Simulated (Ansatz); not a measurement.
# CuF (model cell, started as CsCl type): a soft mode frozen in

Aim: this structure of CuF (model cell, started as CsCl type) is to be tested for unstable modes, and one is followed downhill.

Main program and level: Ansatz 0.2.0; DFT r2SCAN, scalar-relativistic, plane waves, PAW.

This is a report of a sequence of runs, with most program output left out.

The structure was built from a prototype and need not be the compound's stable phase.

## Step 1: The structure

The structure is cubic, space group Pm-3m (No. 221). Conventional cell: a = 2.738 Å, b = 2.738 Å, c = 2.738 Å, α = 90.00°, β = 90.00°, γ = 90.00°. Nearest to Cu lie 8 F at 2.37 Å. F has 8 Cu at 2.37 Å nearest. Farther neighbours and most contacts between anions are not listed.

## Step 2: Phonons on a q mesh

The cell comes from relaxations at this level that are not shown. Stability and thermal properties need the whole zone. Linear response on a 4×4×4 q mesh gives force constants as far as a supercell of that size would.

Contents of input.yaml:

```yaml
crystal:
  lattice:
    - [2.7384665451, 0.0, 0.0]
    - [0.0, 2.7384665451, 0.0]
    - [0.0, 0.0, 2.7384665451]
  atoms:
    - { symbol: Cu, position: [0.0, 0.0, 0.0] }
    - { symbol: F, position: [0.5, 0.5, 0.5] }
kpoints:
  mp_grid: { grid: [16, 16, 16] }
hamiltonian:
  xc: r2scan
scf:
  occupations: { method: methfessel_paxton, width: 0.15 }
output:
  eigenvalues: true
phonons:
  method: dfpt
  qmesh: [4, 4, 4]
  temperatures: { t_max: 1000, t_step: 50 }
  qpath:
    path:
      - [[0.0, 0.0, 0.0], [0.0, 0.5, 0.0], [0.5, 0.5, 0.0], [0.0, 0.0, 0.0], [0.5, 0.5, 0.5], [0.0, 0.5, 0.0]]
      - [[0.5, 0.5, 0.5], [0.5, 0.5, 0.0]]
    npoints: 10
```

Run with:

```console
$ ansatz run input.yaml --threads 4 --pin off --max-ram 7168MiB --backend cpu --events-out ev --progress --plain --runs-dir out
```

Wall time 26 min (4 threads of Arm Neoverse V1, shared host); peak memory 4.1 GiB.

Numbers from this step:

* volume per atom: 10.27 Å³
* gap on the k-mesh: 0 eV
* sum-rule residual before enforcement: 2.50e-5 eV/Å²
* lowest frequency on the path: -134.4 cm⁻¹
* point group: m-3m
* highest frequency on the path or at a solved wavevector: 272.6 cm⁻¹
* highest optical mode at the zone centre (no LO-TO term): 69.33 cm⁻¹
* lowest optical zone-centre mode: 69.33 cm⁻¹
* lowest mode on the q mesh (acoustic modes at Γ apart): -134.4 cm⁻¹

Frequencies (cm⁻¹) solved at each irreducible wavevector; negative means imaginary. Frequencies by wavevector, by row:

```
q in reciprocal lattice units  star  mode 1  mode 2  mode 3  mode 4  mode 5  mode 6
                        0 0 0     1       0       0       0    69.3    69.3    69.3
                     0 0 0.25     6   -86.2   -86.2    27.3    27.3   121.6   217.3
                     0 0 -0.5     3  -134.4  -134.4   -19.5   -19.5   167.5   272.6
                  0 0.25 0.25    12  -106.1   -21.9    58.5   124.3   183.4   197.8
                  0 0.25 -0.5    12    -122   -40.5    73.5   121.5   167.1     267
                  0 -0.5 -0.5     3  -108.1   -53.2    83.6    83.6   249.4   249.4
               0.25 0.25 0.25     8    44.5    44.5     119   133.9   133.9     215
               0.25 0.25 -0.5    12     9.4    62.5    65.3    97.3   171.2   240.3
               0.25 -0.5 -0.5     6    49.9    55.4    78.2    78.2   200.8   200.8
               -0.5 -0.5 -0.5     1    90.7    90.7    90.7   130.9   130.9   130.9
```

Interpolated from a 4×4×4 q mesh. Phonon branches along the path, in cm⁻¹:

```
    point  branch 1  branch 2  branch 3  branch 4  branch 5  branch 6
        Γ         0         0         0        69        69        69
  halfway       -86       -86        27        27       122       217
        X      -134      -134       -20       -20       168       273
  halfway      -122       -40        74       122       167       267
        M      -108       -53        84        84       249       249
  halfway      -106       -22        58       124       183       198
        Γ         0         0         0        69        69        69
  halfway        44        44       119       134       134       215
        R        91        91        91       131       131       131
  halfway         9        62        65        97       171       240
        X      -134      -134       -20       -20       168       273
jump to R        91        91        91       131       131       131
  halfway        50        55        78        78       201       201
        M      -108       -53        84        84       249       249
```

Symmetry leaves 10 wavevectors to solve. The lowest mode among them, the acoustic zeros apart, lies at q = (0, 0, -0.5) and is imaginary, 134.4i cm⁻¹, so the energy falls along it.

## Step 3: The mode frozen in, largest atomic shift 0 Å

The mode followed lies at q = (0, 0, -0.5) with frequency 134.4i cm⁻¹ and is 2-fold degenerate, the softest among the wavevectors solved. At small amplitude the distorted cell has space group no. 63 by a symmetry search on the positions. The undistorted cell that holds it gives the zero of energy on the same k mesh.

System of this step: CuF (model cell, started as CsCl type). Symmetry: Pm-3m, No. 221, cubic system. Conventional cell: a = 2.738 Å, b = 2.738 Å, c = 2.738 Å, α = 90.00°, β = 90.00°, γ = 90.00°. Nearest to Cu lie 8 F at 2.37 Å. Nearest to F lie 8 Cu at 2.37 Å. Farther neighbours and most contacts between anions are not listed.

Contents of input.yaml:

```yaml
crystal:
  lattice:
    - [2.7384665451, 0.0, 0.0]
    - [0.0, 2.7384665451, 0.0]
    - [0.0, 0.0, 5.4769330902]
  atoms:
    - { symbol: Cu, position: [0.0, 0.0, 0.0] }
    - { symbol: Cu, position: [0.0, 0.0, 0.5] }
    - { symbol: F, position: [0.5, 0.5, 0.25] }
    - { symbol: F, position: [0.5, 0.5, 0.75] }
kpoints:
  mp_grid: { grid: [14, 14, 8] }
hamiltonian:
  xc: r2scan
scf:
  occupations: { method: methfessel_paxton, width: 0.15 }
output:
  forces: true
  stress: true
  eigenvalues: true
```

The job ended after 6.1 s (4 threads; peak memory 0.55 GiB).

This step gave:

```yaml
pressure: 0.01107 GPa
energy_from_the_undistorted_cell: 0 meV/atom
```

The run ends at a pressure of 0.01 GPa.

## Step 4: The mode frozen in, largest atomic shift 0.6 Å

The atoms are moved along the unstable eigenvector, the largest shift by 0.6 Å, with the cell fixed.

input.yaml, the sections that differ from step 3:

```yaml
crystal:
  lattice:
    - [2.7384665451, 0.0, 0.0]
    - [0.0, 2.7384665451, 0.0]
    - [0.0, 0.0, 5.4769330902]
  atoms:
    - { symbol: Cu, position: [0.0, 0.0, 0.0] }
    - { symbol: Cu, position: [0.0, 0.0, 0.5] }
    - { symbol: F, position: [0.654927607, 0.345072393, 0.25] }
    - { symbol: F, position: [0.345072393, 0.654927607, 0.75] }
# kpoints, hamiltonian, scf, output: as in step 3
```

The job ended after 8.8 s (4 threads; peak memory 0.65 GiB; 34 s of CPU time).

Numbers from this step:

- pressure: 13.74 GPa
- gap on the k-mesh: 0.6239 eV
- energy from the undistorted cell: -82.24 meV/atom

The energy, extrapolated to zero smearing, is -82.24 meV/atom against the undistorted cell.

The run ends at a pressure of 13.74 GPa, with forces up to 0.10 eV/Å.

## Step 5: Energy along the mode, all amplitudes (two of the runs are shown above)

An imaginary frequency means negative curvature, so the energy should fall and then rise again as anharmonic terms take over.

This step gave:

```
depth at the lowest point sampled  : 82.24 meV/atom
largest atomic shift at that point : 0.6 Å
```

Table of energy from the parent by largest atomic shift:

```
largest atomic shift (Å)  energy from the parent (meV/atom)
                   0.000                                  0
                   0.040                             -0.534
                   0.080                              -2.14
                   0.140                              -6.72
                   0.220                              -18.3
                   0.320                              -40.0
                   0.450                              -68.8
                   0.600                              -82.2
```

Displacement at unit largest shift by atom:

```
atom   x (Å)   y (Å)  z (Å)   size
 Cu1   0.000   0.000  0.000  0.000
 Cu2   0.000   0.000  0.000  0.000
  F3   0.707  -0.707  0.000  1.000
  F4  -0.707   0.707  0.000  1.000
```

The lowest of the steps tried is the last one, at 0.6 Å, 82.2 meV/atom below the parent; the bottom of the well need not coincide with a step.

## Step 6: Relaxing from the distorted cell

Starting from the lowest point found, all atoms and the cell are let go, so that strain and other modes of the same symmetry can join in.

Changes to input.yaml since step 4:

```diff
@@ -20 +20,6 @@
   eigenvalues: true
+relax:
+  adjacent_minimum: "off"
+  f_tol: 0.002
+  max_steps: 120
+  cell: { stress_tol: 0.03 }
```

Run time: 4.1 min. Hardware: 4 threads; peak memory 0.82 GiB.

Relaxation path:

```
step  energy less that of the first step (eV)  largest force component (eV/Å)  pressure (GPa)  volume (Å³)
   1                                   0.0000                          0.0707           13.74        41.07
   2                                  -0.1902                          0.1338            5.48        44.26
   3                                  -0.3047                          0.2702           -0.13        48.06
   4                                  -0.3646                          0.2726           -2.12        50.99
   5                                  -0.4376                          0.0246            0.07        51.46
   6                                  -0.4791                          0.0192           -0.66        51.45
   7                                  -0.5101                          0.0294           -0.76        50.03
   8                                  -0.5281                          0.0131           -0.02        48.20
   9                                  -0.5340                          0.0146           -0.22        46.90
  10                                  -0.5358                          0.0117            0.20        47.23
  11                                  -0.5358                          0.0017           -0.05        47.32
  12                                  -0.5359                          0.0001            0.00        47.30
 13*                                  -0.6036                          0.0047            2.13        47.30
  14                                  -0.6344                          0.0011            1.16        47.66
  15                                  -0.6460                          0.0196            0.24        47.70
  16                                  -0.6497                          0.0029            0.04        48.39
  17                                  -0.6497                          0.0012            0.04        48.56
  18                                  -0.6497                          0.0001           -0.01        48.58
 19*                                  -0.6513                          0.0004            0.00        48.58
  20                                  -0.6513                          0.0001            0.00        48.59
 21*                                  -0.6513                          0.0001            0.00        48.59
```

Relaxation steps marked * repeat the geometry before them on a plane-wave basis chosen anew for their cell, so energy and pressure can jump there.

The run keeps the 8 symmetry operations that it works with, so distortions that break them were not tested.

```
     cell as run  before  after   change
           a (Å)   2.738  2.839   +3.7 %
           b (Å)   2.738  2.839   +3.7 %
           c (Å)   5.477  6.917  +26.3 %
           γ (°)   90.00  60.65  -32.6 %
volume (Å³/atom)   10.27  12.15  +18.3 %
```

The atoms that moved most (Å, as changes of fractional coordinates times the final cell):

```
atom      dx      dy     dz  length
  F3   0.243  -0.243  0.000   0.344
  F4  -0.243   0.243  0.000   0.344
```

The relaxed structure:

```xyz
4
Lattice="2.7463 0.7191 0.0000 0.7191 2.7463 0.0000 0.0000 0.0000 6.9166" Properties=species:S:1:pos:R:3 pbc="T T T"
Cu    0.0000    0.0000    0.0000
Cu    0.0000    0.0000    3.4583
F     2.2900    1.1754    1.7292
F     1.1754    2.2900    5.1875
```

This step gave:

```yaml
pressure: 4.68e-4 GPa
volume_per_atom: 12.15 Å³
gap_on_the_k_mesh: 0.6391 eV
```

The distorted start has space group Cmcm; the relaxation ends in Cmcm.

## Step 7: The new phase in its own primitive cell

The relaxed structure is symmetrised, reduced to its primitive cell and relaxed tightly, as its phonons need.

Contents of input.yaml:

```yaml
crystal:
  lattice:
    - [2.4504270453, -1.4334513971, 0.0]
    - [2.4504270453, 1.4334513971, 0.0]
    - [0.0, 0.0, 6.9166274371]
  atoms:
    - { symbol: Cu, position: [0.0, 0.0, 0.0] }
    - { symbol: Cu, position: [0.0, 0.0, 0.5] }
    - { symbol: F, position: [0.7749208341, 0.2250791659, 0.25] }
    - { symbol: F, position: [0.2250791659, 0.7749208341, 0.75] }
kpoints:
  mp_grid: { grid: [10, 10, 4] }
hamiltonian:
  xc: r2scan
scf:
  occupations: { method: fixed }
output:
  forces: true
  stress: true
  eigenvalues: true
relax:
  adjacent_minimum: "off"
  f_tol: 0.001
  max_steps: 60
  cell: { stress_tol: 0.01 }
```

It took 10 s on 4 threads; peak memory 0.58 GiB; 40 s of CPU time.

Little changed from the start: no atom moved by 0.005 Å and no cell edge by 0.1 %.

This step gave:

```
pressure           : 0.001024 GPa
gap on the k-mesh  : 0.6413 eV
direct gap on mesh : 1.661 eV
```

The largest force component left is 0.100 meV/Å and the pressure is 0.001 GPa, within the tolerances set. The cell now holds 12.15 Å³/atom.

## Step 8: Modes of the new phase, k-mesh 10×10×4, occupations fixed

A relaxed structure may still be a saddle point, so its zone-centre modes are computed. The response to a homogeneous field gives the Born charges and the dielectric tensor.

Changes to input.yaml since step 7:

```diff
@@ -17,9 +17,6 @@
 output:
-  forces: true
-  stress: true
   eigenvalues: true
-relax:
-  adjacent_minimum: "off"
-  f_tol: 0.001
-  max_steps: 60
-  cell: { stress_tol: 0.01 }
+phonons:
+  method: dfpt
+  dielectric: true
+  rigid_motions: translations
```

Elapsed: 8.2 min, on 4 threads; peak memory 5.9 GiB.

This step gave:

- sum-rule residual before enforcement: 7.58e-5 eV/Å²
- miss of the charge sum rule: 8.23e-4 e
- estimated error of the dielectric tensor: 0.01730
- estimated error of the Born charges: 0.02033 e
- point group: mmm
- highest optical mode at the zone centre (no LO-TO term): 604.1 cm⁻¹
- lowest optical zone-centre mode: 7.82 cm⁻¹
- mean high-frequency dielectric constant: 5.266
- largest Born charge (third of the trace): 1.124 e
- mean static dielectric constant: 8.784
- top of the zone-centre spectrum with the field: 673.0 cm⁻¹

Patterns of degenerate modes are one choice out of their space. The modes at Γ (shares of kinetic energy by element, %):

```
mode  frequency (cm⁻¹)  symmetry  Cu %  F %
   1               0.0  acoustic    77   23
   2               0.0  acoustic    77   23
   3               0.0  acoustic    77   23
   4               7.8       B1g     0  100
   5              68.9       B1u    98    2
   6              74.6        Au   100    0
   7             124.1       B3u    23   77
   8             170.2       B2u    47   53
   9             188.6        Ag     0  100
  10             395.0       B2u    76   24
  11             569.8       B3g     0  100
  12             604.1       B1u    25   75
```

Displacements in mode 5 (68.9 cm⁻¹), the largest set to 1:
```
Cu1  0.00  1.00 -0.08
Cu2  0.00 -1.00 -0.08
F3   0.00  0.00  0.26
F4   0.00  0.00  0.26
```

Displacements in mode 10 (395.0 cm⁻¹), the largest set to 1:
```
Cu1  0.00  0.30  0.91
Cu2  0.00  0.30 -0.91
F3   0.00 -1.00  0.00
F4   0.00 -1.00  0.00
```

Optical modes at the zone centre, without and with the macroscopic field of the longitudinal modes; each column is sorted by frequency, so a row need not hold one and the same mode. Modes with and without the field, by row:

```
rank among optical modes  no field (cm⁻¹)  q along (1, 0, 0) (cm⁻¹)  q along (0, 1, 0) (cm⁻¹)  q along (0, 0, 1) (cm⁻¹)
                       1              7.8                       7.8                       7.8                       7.8
                       2             68.9                      68.9                      68.9                      72.8
                       3             74.6                      74.6                      74.6                      74.6
                       4            124.1                     170.2                     124.1                     124.1
                       5            170.2                       176                     188.6                     170.2
                       6            188.6                     188.6                     205.7                     188.6
                       7              395                       395                     402.9                       395
                       8            569.8                     569.8                     569.8                     569.8
                       9            604.1                     604.1                     604.1                       673
```

Born charge (rows field, columns displacement) (e), principal values of the symmetric part by kind of site:

```
atom  atoms with these values    low  middle   high   mean
 Cu1                        2   0.82    0.87   1.68   1.12
  F3                        2  -1.67   -0.88  -0.82  -1.12
```

In full for F3:

```
-0.82  0.00  0.00
 0.00 -0.88  0.00
 0.00  0.00 -1.67
```

High-frequency dielectric tensor:

```
5.94 0.00 0.00
0.00 5.46 0.00
0.00 0.00 4.40
```

Static dielectric tensor (ions relaxed, fixed cell):

```
11.95  0.00  0.00
 0.00  8.30  0.00
 0.00  0.00  6.10
```

Transverse modes. Lines of the infrared spectrum (strongest = 100):

```
position (cm⁻¹)  label  relative intensity
              8    B1g                 0.0
             69    B1u                 0.8
             75     Au                 0.0
            124    B3u                  24
            170    B2u                  20
            189     Ag                 0.0
            395    B2u                 8.0
            570    B3g                 0.0
            604    B1u                 100
```

Before it was imposed, the acoustic sum rule was missed by 7.6e-5 eV/Å² and the charge sum rule by 8.2e-4 e. Small misses are needed for a sound result but don't prove that mesh and cutoff are converged. The lowest optical mode is real, 7.8 cm⁻¹.

## Step 9: What came out

* unstable mode of the parent: q = (0, 0, -0.5), 134i cm⁻¹
* depth at the lowest point sampled: 82.2 meV/atom
* largest atomic shift at that point: 0.6 Å
* space group reached (within 0.01 Å): Cmcm
* energy gained over the parent (first relaxation, on the mesh of the frozen mode): 245 meV/atom
* volume per atom, phase reached: 12.1 Å³
* gap on the k-mesh, phase reached: 0.641 eV
* lowest optical zone-centre mode, phase reached: 7.8 cm⁻¹
* highest optical mode at the zone centre (no LO-TO term), phase reached: 604 cm⁻¹

What this shows: Along this mode the structure falls into Cmcm, 245 meV/atom below the parent. At the parent's cell the well is 82.24 meV/atom deep on the steps tried, with its lowest point at a shift of 0.6 Å. That is the last step tried, so the steps alone don't bracket the bottom of the well. Relaxing atoms and cell changes the gain by +162.84 meV/atom against the lowest step (energies at zero smearing). Most of the total comes from this relaxation. The new phase has no imaginary mode at the zone centre of its cell; other wavevectors were not checked. Of the 2 patterns followed to their end from this parent, this one reaches the lowest energy. Each path keeps the symmetry of its pattern, so a lower phase may lie along a pattern not tried. With no gap, or one that is small against the smearing, the frequencies hang on the k mesh and the smearing, most of all near Kohn anomalies. A semilocal functional can close a gap that the real compound would have, so the metallic treatment may be an artefact of the level. An optical mode within 15 cm⁻¹ of zero is at the mercy of small errors in the force constants, and even its sign is uncertain. The starting cell was built on a prototype and not taken from a measurement, so the phase need not exist.

[Logs are printed without paths, hosts, clocks, repeated set-up lines and the standing remarks that a program may print on its own settings, such as how far it seeks lower states.]

[Hosts, paths, dates, database ids (printed as entryN), source tags and the programs' standing remarks are cut or masked in the printed files.]
